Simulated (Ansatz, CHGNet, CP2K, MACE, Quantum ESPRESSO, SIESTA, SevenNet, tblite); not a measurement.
**tblite runs on Mg2+ BF4- in dimethyl sulfoxide and 1,3-dioxolane at 400 K (73 atoms)**

Aim: run Mg2+ BF4- in dimethyl sulfoxide and 1,3-dioxolane at 400 K (73 atoms) in tblite and see how near its forces come to a plane-wave reference, and at what cost.

Main program and level: tblite 0.8.0; the method is named at each step.

**1. Set-up**

The cell holds 73 atoms: 11 C, 6 O, 30 H, 4 S, 4 B, 16 F and 2 Mg. Cell: a = 9.474 Å, b = 9.474 Å, c = 9.474 Å, α = 90.0°, β = 90.0°, γ = 90.0°. 4 dimethyl sulfoxide, 1 1,3-dioxolane, 2 Mg2+, 4 BF4- placed at random, at 1.53 g/cm³; overlaps pushed apart, then 10 ps at 550 K with stiff harmonic cages for PF6 and BF4 with UFF radii; divalent ions of Li, Roberts, Chakravorty and Merz (J. Chem. Theory Comput. 9, 2733 (2013)); MMFF94 bonds, angles, torsions, charges and radii (Halgren, J. Comput. Chem. 17, 490 (1996)) in harmonic and 12-6 forms; charges of ions scaled by 0.8. Snapshot after 30 ps at 400 K and fixed volume. Then every atom was moved at random, 0.03 Å r.m.s. a Cartesian component (hydrogen 0.6 of that).

The yardstick, on the same geometry:

```
method                                           : Kohn-Sham DFT, PBE, SSSP efficiency 1.3.0 pseudopotentials, plane waves (Quantum ESPRESSO 7.5); sssp-pbe-1.3.0-efficiency, cutoffs 60/480 Ry, Γ point
r.m.s. force component                           : 1.636 eV/Å
longest force                                    : 7.959 eV/Å
pressure                                         : 4.313 GPa
gap (highest filled to lowest empty level) : 4.215 eV
time                                             : 97 s on 2 MPI ranks of Arm Neoverse V2, shared host
CPU time                                         : 3.2 min
```

**2. GFN1-xTB**

Method: GFN1-xTB tight binding, diagonalisation.

run.py reads:

```python
import numpy as np
from ase.io import read
from tblite.ase import TBLite

atoms = read("structure.xyz")
atoms.calc = TBLite(method="GFN1-xTB", electronic_temperature=580, accuracy=1.0, max_iterations=250, mixer_damping=0.4, verbosity=1)
energy = atoms.get_potential_energy()
forces = atoms.get_forces()
print(f"energy {energy:.6f} eV")
print("forces (eV/A)")
for i, (a, f) in enumerate(zip(atoms, forces)):
    print(f"{i:4d} {a.symbol:2s} {f[0]:10.5f} {f[1]:10.5f} {f[2]:10.5f}")
stress = -atoms.get_stress(voigt=False) * 160.21766
print("stress (GPa, compression positive)")
for row in stress:
    print(" ".join(f"{x:10.4f}" for x in row))
print("charges (e)")
print(np.array2string(atoms.get_charges(), precision=4, suppress_small=True, max_line_width=110, threshold=100000))
```

structure.xyz reads:

```xyz
73
Lattice="9.47375 0.00000 0.00000 0.00000 9.47375 0.00000 0.00000 0.00000 9.47375" Properties=species:S:1:pos:R:3 pbc="T T T"
C 1.13761 5.88803 4.98765
C 2.23599 5.76667 3.87571
O 1.49742 5.02753 2.92578
C 0.36711 5.81035 2.99371
O 0.02899 6.40255 4.25277
H 1.27981 6.47919 5.77937
H 0.64545 4.89480 5.34954
H 2.97343 5.10465 4.35840
H 2.66241 6.66118 3.47488
H 0.41050 6.60860 2.15641
H 8.97789 5.11980 2.76378
C 7.14444 7.54300 1.20866
S 7.51988 6.71964 8.99210
C 8.18883 8.17708 8.30801
O 6.26461 6.36939 8.44935
H 6.69690 6.78292 1.70869
H 8.11891 7.79036 1.58240
H 6.51661 8.34798 0.88589
H 7.46863 9.01806 8.17225
H 9.09499 8.45561 8.64906
H 8.47872 7.83650 7.21360
C 0.33404 0.47037 4.85511
S 1.94382 1.46303 4.54361
C 2.00303 2.21733 6.19498
O 1.66729 2.52580 3.56706
H 0.52485 9.18186 5.60495
H 9.08343 1.24551 5.32993
H 0.04794 9.38072 3.99281
H 2.01990 3.19559 6.21592
H 0.97267 2.04624 6.61741
H 2.75781 1.65127 6.88060
C 5.45953 1.71778 5.85250
S 4.89395 3.39179 5.63148
C 6.57668 3.95245 5.04761
O 4.66753 3.87761 7.03691
H 4.92957 1.06362 5.05936
H 6.57620 1.55900 5.95330
H 5.13165 1.32661 6.89272
H 6.43684 5.03994 4.91536
H 7.37143 3.90442 5.87211
H 7.01181 3.46123 4.10630
C 3.76525 9.40459 1.93378
S 3.30388 0.69784 0.29482
C 4.96121 1.22069 9.45651
O 2.34191 1.78097 0.64838
H 4.41183 0.67813 2.52049
H 2.82157 9.14207 2.46801
H 4.24149 8.47171 1.51571
H 4.88561 2.06859 8.70230
H 5.49392 1.66558 0.87897
H 5.57435 0.47861 8.97894
B 4.28820 7.61595 6.10896
F 3.18650 7.99878 5.21018
F 4.34798 6.28460 6.39355
F 3.84956 8.01697 7.49430
F 5.52623 7.99954 5.68122
[... 13 atom lines left out ...]
F 2.65256 5.37541 8.29133
F 0.49159 5.21274 7.64295
Mg 4.68354 5.45129 8.08509
Mg 1.94420 3.42400 1.94496
```

The run is started by

```sh
OMP_NUM_THREADS=1 python run.py > output.txt
```

What it wrote:

```text
------------------------------------------------------------
  cycle        total energy    energy error   density error
------------------------------------------------------------
      1     -170.0811994790  -1.7081272E+02   6.3825322E-01
      2     -172.0807632839  -1.9995638E+00   3.2199101E-01
      3     -171.8131944552   2.6756883E-01   2.1144994E-01
      4     -172.3216828938  -5.0848844E-01   5.9244802E-02
      5     -172.3563052724  -3.4622379E-02   1.0947822E-02
      6     -172.3586506803  -2.3454079E-03   2.6425470E-03
      7     -172.3587018714  -5.1191014E-05   1.6712247E-03
      8     -172.3587361738  -3.4302490E-05   5.9814486E-04
      9     -172.3587394712  -3.2973895E-06   1.3410216E-04
     10     -172.3587395781  -1.0685594E-07   4.9463720E-05
     11     -172.3587395901  -1.2009167E-08   2.7774334E-05
     12     -172.3587396070  -1.6862714E-08   9.0590398E-06
------------------------------------------------------------
 total:                                   1.589 sec
energy -4690.120198 eV
forces (eV/A)
   0 C    -1.92637   -2.53947   -2.18131
   1 C     0.37360   -2.33722    3.12325
   2 O     0.64792    1.25939    1.17142
   3 C    -4.74143    0.49054   -3.27022
   4 O     1.78649   -0.18073   -1.69541
   5 H     1.08298    2.41539    3.11760
   6 H     1.94777    0.78278   -0.34913
   7 H     0.54257    0.19564   -0.53256
   8 H     0.03684    0.70821   -0.11779
   9 H    -0.03026   -0.62634    1.17333
  10 H     0.25121    0.40369   -0.29649
  11 C     1.41876    0.39373   -3.45323
  12 S     5.68159    0.27856    4.88688
  13 C    -2.48686    0.02603   -5.38262
  14 O    -5.18363   -0.54200   -2.80647
  15 H    -1.44551   -1.84060    1.77634
  16 H     0.08954    0.42177    0.26856
  17 H    -0.20144    0.50599    0.55238
  18 H     0.60335   -0.52628    0.38862
  19 H     2.59621    0.89977    1.92369
  20 H    -0.72916    0.64854    1.65185
  21 C     0.23225    2.10095    1.31077
  22 S     0.19903   -3.08891    1.57303
  23 C    -1.37226   -5.75807    1.79001
[...]
65 F    -0.77429   -1.42701    2.15758
  66 B     0.89174    0.97577    2.77608
  67 F    -0.63281    1.42232    0.01849
  68 F    -0.19207   -0.99012   -0.59720
  69 F     1.72634   -0.66016   -0.82531
  70 F    -1.19317   -0.98674   -1.18777
  71 Mg   -0.66458    0.10830    0.43638
  72 Mg   -0.31554   -0.35179   -1.35617
stress (GPa, compression positive)
    0.3379     0.2588     1.0925
    0.2588     2.3938    -0.7669
    1.0925    -0.7669    -1.7117
charges (e)
[ 0.1676  0.1803 -0.4104  0.3968 -0.4824  0.0691  0.0382  0.0408  0.0641  0.0396  0.0556 -0.0709  0.3195
 -0.0348 -0.3913  0.0748  0.0614  0.0579  0.0592  0.0889  0.0547 -0.0356  0.2886 -0.0557 -0.4267  0.0657
  0.0533  0.0813  0.0864  0.072   0.0687 -0.0333  0.2989 -0.034  -0.4394  0.0609  0.0645  0.0694  0.0797
  0.066   0.0838 -0.0381  0.2999 -0.0411 -0.4171  0.0545  0.0619  0.0611  0.0775  0.086   0.0615  0.7371
 -0.4049 -0.3113 -0.406  -0.3477  0.7573 -0.3254 -0.3256 -0.3175 -0.3494  0.7384 -0.4502 -0.3695 -0.2984
 -0.377   0.7576 -0.3809 -0.3462 -0.311  -0.3303  0.8308  0.8305]
```

Elapsed: 2 s, on 1 thread of Arm Neoverse V2, shared host; peak memory 0.13 GiB.

Banners, paths, timers and routine set-up lines are dropped from the logs unmarked, and long logs keep their key lines alone; longer cuts are marked.

Against the reference:

```
r.m.s. force component                  : 1.524 eV/Å
r.m.s. difference of force components   : 289 meV/Å
longest difference of force vectors     : 1014 meV/Å
force difference over r.m.s. force      : 17.67 %
slope of forces against the reference's : 0.9187
correlation of force components         : 0.9857
pressure                                : 0.34 GPa
pressure difference                     : -3.973 GPa
```

Length of the force difference by element (eV/Å):

```csv
element,atoms,mean,most
B,4,0.59,0.84
C,11,0.44,0.98
F,16,0.58,1.0
H,30,0.25,0.40
Mg,2,0.77,0.92
O,6,0.56,0.87
S,4,0.59,0.79
```

Local excerpt of 9 atoms (numbers count through the whole input) about Mg72, one of the 2 Mg atoms; x, y, z are measured from there.

```csv
atom,x,y,z,distance (Å),Mulliken charge (e),Fx,Fy,Fz (eV/Å)
Mg72,0.00,0.00,0.00,0.00,0.83,-0.66,0.11,0.44
O15,1.58,0.92,0.36,1.86,-0.39,-5.18,-0.54,-2.81
O35,-0.02,-1.57,-1.05,1.89,-0.44,0.42,-0.01,0.42
F54,-0.34,0.83,-1.69,1.92,-0.31,-0.05,-2.04,-0.88
F59,0.47,-0.84,1.72,1.98,-0.33,1.13,-1.20,0.45
F70,-2.03,-0.08,0.21,2.04,-0.31,1.73,-0.66,-0.83
F55,-0.83,2.57,-0.59,2.76,-0.41,0.79,0.74,-1.28
F60,-0.93,0.19,2.77,2.93,-0.32,-0.93,1.70,1.79
B52,-0.40,2.16,-1.98,2.96,0.74,-1.78,1.51,1.03
```

Atoms are counted from 1 here, from 0 in the log.

Forces lie 18 % from the reference's, at 0.011 times its CPU time (on 1 against 2 cores).

Left out of this page: tblite IPEA1-xTB (killed or ended with an error).

**3. What came out**

- force difference from the reference: tblite GFN1-xTB, 18 %
- its CPU time: 2 s

**Reading.** Tight binding differs by 18 % (tblite GFN1-xTB); it is another model, with fitted parameters of its own, and the xTB methods hold dispersion. One electronic-structure run takes under half the reference's CPU time: tblite GFN1-xTB, at 18 % in 2 s against 3.2 min; its pressure misses by -4.0 GPa. Periodic xTB results under one method name differ between programs and library versions. The reference's pressure holds the uncorrected Pulay stress of its 60 Ry basis, so small pressure differences, and their order, may be the reference's own error. The network of contacts between molecules at the start is that of the classical potential that made the cell, and needn't be the one that DFT or experiment would give. The reference's stress is far from hydrostatic: its diagonal is 4.2, 6.6, 2.2 GPa, compression counted positive. The reference's PBE has no dispersion term, which matters for the binding between molecules or layers. The electronic-structure runs sample only Γ, in a cell whose shortest periodic width is 9 Å.

[Also dropped from logs without a mark: logging warnings of Python, and SIESTA's first energy breakdown and zero terms.]

[Logs are printed without paths, hosts, clocks, repeated set-up lines and the standing remarks that a program may print on its own settings, such as how far it seeks lower states.]

[Hosts, paths, dates, database ids (printed as entryN), source tags and the programs' standing remarks are cut or masked in the printed files.]

[The MMFF94 radii named for the starting cell were scaled by 0.96; in molecules described by MMFF94, hydrogen bound to N, O or S took a small fixed 12-6 site in their place.]
